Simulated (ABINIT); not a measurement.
Planning a run of ABINIT 10.8.3 on CsPbCl3 (Pm-3m). The input:

```
acell 3*1.0 Angstrom
rprim 
  5.605000000000 0.000000000000 0.000000000000
  0.000000000000 5.605000000000 0.000000000000
  0.000000000000 0.000000000000 5.605000000000
ntypat 3
znucl 55 82 17
natom 5
typat 1 2 3 3 3
xred 
  0.000000000000 0.000000000000 0.000000000000
  0.500000000000 0.500000000000 0.500000000000
  0.500000000000 0.500000000000 0.000000000000
  0.000000000000 0.500000000000 0.500000000000
  0.500000000000 0.000000000000 0.500000000000
pp_dirpath "pseudos"
pseudos "Cs.upf, Pb.upf, Cl.upf"
ecut 32
iscf -2
irdden 1
kptopt 0
nkpt 26
kpt 
  0.00000000 0.00000000 0.00000000
  0.00000000 0.12500000 0.00000000
  0.00000000 0.25000000 0.00000000
  0.00000000 0.37500000 0.00000000
  0.00000000 0.50000000 0.00000000
  0.12500000 0.50000000 0.00000000
  0.25000000 0.50000000 0.00000000
  0.37500000 0.50000000 0.00000000
  0.50000000 0.50000000 0.00000000
  0.37500000 0.37500000 0.00000000
  0.25000000 0.25000000 0.00000000
  0.12500000 0.12500000 0.00000000
  0.00000000 0.00000000 0.00000000
  0.12500000 0.12500000 0.12500000
  0.25000000 0.25000000 0.25000000
  0.37500000 0.37500000 0.37500000
  0.50000000 0.50000000 0.50000000
  0.37500000 0.50000000 0.37500000
  0.25000000 0.50000000 0.25000000
  0.12500000 0.50000000 0.12500000
  0.00000000 0.50000000 0.00000000
  0.50000000 0.50000000 0.50000000
  0.50000000 0.50000000 0.37500000
  0.50000000 0.50000000 0.25000000
  0.50000000 0.50000000 0.12500000
  0.50000000 0.50000000 0.00000000
istwfk *1
nband 33
nbdbuf 2
tolwfr 1e-08
nstep 40
prtwf 0
prtvol 0
indata_prefix "in"
outdata_prefix "out"
tmpdata_prefix "tmp"
```

```sh
OMP_NUM_THREADS=1 mpirun -n 4 abinit run.abi > log
```

Estimate wall time and host memory on 4 MPI ranks of Arm Neoverse V1, shared host.

It took 70 s; on shared hardware allow 35 s to 2.3 min. Peak host memory was 0.44 GiB.

[Paths, hosts, dates, memory and timing lines, banners, echoed tables and standing remarks are left out of the program output.]

[Logs are printed without paths, hosts, clocks, repeated set-up lines and the standing remarks that a program may print on its own settings, such as how far it seeks lower states.]

[Runs of the session that timed out or met a known fault of the program may be left out.]

[Hosts, paths, dates, database ids (printed as entryN), source tags and the programs' standing remarks are cut or masked in the printed files.]

[G0W0 gaps are taken among the corrected bands and points alone; a level outside them can change the order at an edge.]

[Where Ansatz stands beside ABINIT at settings called matched, ABINIT's density can come from a denser mesh and the files from another edition; pairs whose starting gaps differed by over 0.03 eV were left out, so agreement reads better than it is.]
